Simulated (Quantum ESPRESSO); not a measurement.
# NaI (Fm-3m): from strain to phonon shift

Aim: the phonon deformation potentials p and q of NaI (Fm-3m), tested on a biaxially strained cell.

Calculated with Quantum ESPRESSO 7.5; DFT LDA, scalar-relativistic, plane waves, PseudoDojo norm-conserving pseudopotentials.

## 1. The relaxed structure

Symmetry: Fm-3m, No. 225, cubic system. The conventional cell has a = 6.263 Å, b = 6.263 Å, c = 6.263 Å, α = 90.00°, β = 90.00°, γ = 90.00°. Na has 6 I at 3.13 Å nearest. I has 6 Na at 3.13 Å nearest. Farther neighbours and most contacts between anions are not listed.

This is the cell after its relaxation at this level of theory, not the database cell from which that began.

## 2. Uniaxial strain

The relaxed cell is stretched along z alone. This keeps all atoms on sites fixed by symmetry and splits the threefold mode into a singlet, polarised along z, and a doublet. The macroscopic field is left out, so these are transverse modes. Cutoff 97 Ry, k mesh 8×8×8.

From the response at ε_zz = 0.01:

Log:

```text
[banners, grids, parts of the stress and lines that vanish by symmetry left out]
Program PHONON v.7.5
     Reading xml data from directory:

[...]
Exchange-correlation= PW
                           (   1   4   0   0   0   0   0)
[...]
kinetic-energy cut-off    =      97.0000  Ry
     charge density cut-off    =     388.0000  Ry
     convergence threshold     =      1.0E-18
[...]
Exchange-correlation= PW
                           (   1   4   0   0   0   0   0)
[...]
q = (   0.0000000   0.0000000   0.0000000 )
     17 Sym.Ops. (with q -> -q+G )
     G cutoff =  695.2367  (  54145 G-vectors)     FFT grid: ( 54, 54, 54)
     number of k points=    59
[...]
Mode symmetry, D_4h(4/mmm) point group:
[...]
Representation #   1 mode #   1
[...]
End of self-consistent calculation
     Convergence has been achieved
     Representation #   2 mode #   2
[...]
End of self-consistent calculation
     Convergence has been achieved
     Representation #   3 modes #   3   4
[...]
End of self-consistent calculation
     Convergence has been achieved
     Representation #   4 modes #   5   6
[...]
End of self-consistent calculation
     Convergence has been achieved
[...]
q = (    0.000000000   0.000000000   0.000000000 )
[...]
freq (    1) =       0.069776 [THz] =       2.327481 [cm-1]
     freq (    2) =       0.069776 [THz] =       2.327481 [cm-1]
     freq (    3) =       0.069826 [THz] =       2.329147 [cm-1]
     freq (    4) =       3.569805 [THz] =     119.075862 [cm-1]
     freq (    5) =       3.926607 [THz] =     130.977518 [cm-1]
     freq (    6) =       3.926607 [THz] =     130.977518 [cm-1]
[...]
Mode symmetry, D_4h(4/mmm) point group:
     freq (   1-   1) =          2.3  [cm-1]   --> A_2u X_4' M_4'  I
     freq (   2-   3) =          2.3  [cm-1]   --> E_u  X_5' M_5'  I
     freq (   4-   4) =        119.1  [cm-1]   --> A_2u X_4' M_4'  I
     freq (   5-   6) =        131.0  [cm-1]   --> E_u  X_5' M_5'  I

   JOB DONE.
```

| ε_zz | singlet (cm⁻¹) | doublet (cm⁻¹) | σ_zz (GPa) | σ_xx (GPa) |
| --- | --- | --- | --- | --- |
| -0.01 | 141.96 | 129.58 | -0.467 | -0.087 |
| -0.005 | 136.10 | 129.98 | -0.224 | -0.041 |
| 0 | 130.33 | 130.33 | 0.005 | 0.005 |
| 0.005 | 124.64 | 130.65 | 0.218 | 0.049 |
| 0.01 | 119.08 | 130.98 | 0.418 | 0.092 |

Stress is counted positive in tension.

## 3. The fit

To first order ω² − ω₀² = p ε_zz + q (ε_xx + ε_yy) for the mode along z, and likewise for x and y. With ε_zz alone the singlet gives p and the doublet q.

The linear terms of parabolas through ω² are p = -17.58 ω₀² and q = 1.06 ω₀², with ω₀ = 130.3 cm⁻¹. Those of the stresses are C11 = 44 GPa and C12 = 9 GPa. Under hydrostatic strain p and q imply γ = −(p + 2q)/(6 ω₀²) = 2.58.

A layer held to an in-plane strain ε and free along z takes ε_zz = −2 (C12/C11) ε = -0.405 ε. To first order the singlet then shifts by (q − p C12/C11) ε / ω₀ = 603 ε cm⁻¹. For ε = 0.006, ε_zz = -0.00243, the formulas for ω² predict 133.90 cm⁻¹ for the singlet and 123.53 cm⁻¹ for the doublet.

## 4. A biaxially strained cell

This run was no part of the fit.

Log:

```text
[banners, grids, parts of the stress and lines that vanish by symmetry left out]
[banner, memory and clock lines left out]
Program PHONON v.7.5

[...]
Exchange-correlation= PW
                           (   1   4   0   0   0   0   0)
[...]
kinetic-energy cut-off    =      97.0000  Ry
     charge density cut-off    =     388.0000  Ry
     convergence threshold     =      1.0E-18
[...]
Exchange-correlation= PW
                           (   1   4   0   0   0   0   0)
[...]
q = (   0.0000000   0.0000000   0.0000000 )
     17 Sym.Ops. (with q -> -q+G )
     G cutoff =  690.7908  (  54057 G-vectors)     FFT grid: ( 54, 54, 54)
     number of k points=    59
[...]
Mode symmetry, D_4h(4/mmm) point group:
[...]
Representation #   1 mode #   1
[...]
End of self-consistent calculation
     Convergence has been achieved
     Representation #   2 mode #   2
[...]
End of self-consistent calculation
     Convergence has been achieved
     Representation #   3 modes #   3   4
[...]
End of self-consistent calculation
     Convergence has been achieved
     Representation #   4 modes #   5   6
[...]
End of self-consistent calculation
     Convergence has been achieved
[...]
q = (    0.000000000   0.000000000   0.000000000 )
[...]
freq (    1) =       0.066509 [THz] =       2.218512 [cm-1]
     freq (    2) =       0.066509 [THz] =       2.218512 [cm-1]
     freq (    3) =       0.066693 [THz] =       2.224647 [cm-1]
     freq (    4) =       3.710346 [THz] =     123.763804 [cm-1]
     freq (    5) =       3.710346 [THz] =     123.763804 [cm-1]
     freq (    6) =       4.014225 [THz] =     133.900139 [cm-1]
[...]
Mode symmetry, D_4h(4/mmm) point group:
     freq (   1-   1) =          2.2  [cm-1]   --> A_2u X_4' M_4'  I
     freq (   2-   3) =          2.2  [cm-1]   --> E_u  X_5' M_5'  I
     freq (   4-   5) =        123.8  [cm-1]   --> E_u  X_5' M_5'  I
     freq (   6-   6) =        133.9  [cm-1]   --> A_2u X_4' M_4'  I
```

| mode | predicted (cm⁻¹) | run (cm⁻¹) |
| --- | --- | --- |
| singlet | 133.90 | 133.90 |
| doublet | 123.53 | 123.76 |

The stress along z is 0.004 GPa and that in the plane 0.289 GPa; the unstrained cell carries 0.005 GPa.

## 5. What came out

| Quantity | Value |
| --- | --- |
| p (in units of the squared frequency) | -17.58 |
| q (same units) | 1.065 |
| shift of the singlet per unit of biaxial strain | 603 cm⁻¹ |
| C11 and C12 | 44 and 9 GPa |

To first order, one per cent of tensile biaxial strain moves the singlet of NaI (Fm-3m) by 6.0 cm⁻¹ and the doublet by -11.0 cm⁻¹; the formulas miss the test run by up to 0.23 cm⁻¹. In the rock-salt structure this mode is infrared active and has no first-order Raman line. The third potential, r, needs shear strain, which was not run. These are harmonic values at zero temperature.

[Host names and launcher messages were left out of these logs when they were recorded.]

[Logs are printed without paths, hosts, clocks, repeated set-up lines and the standing remarks that a program may print on its own settings, such as how far it seeks lower states.]

[Hosts, paths, dates, database ids (printed as entryN), source tags and the programs' standing remarks are cut or masked in the printed files.]
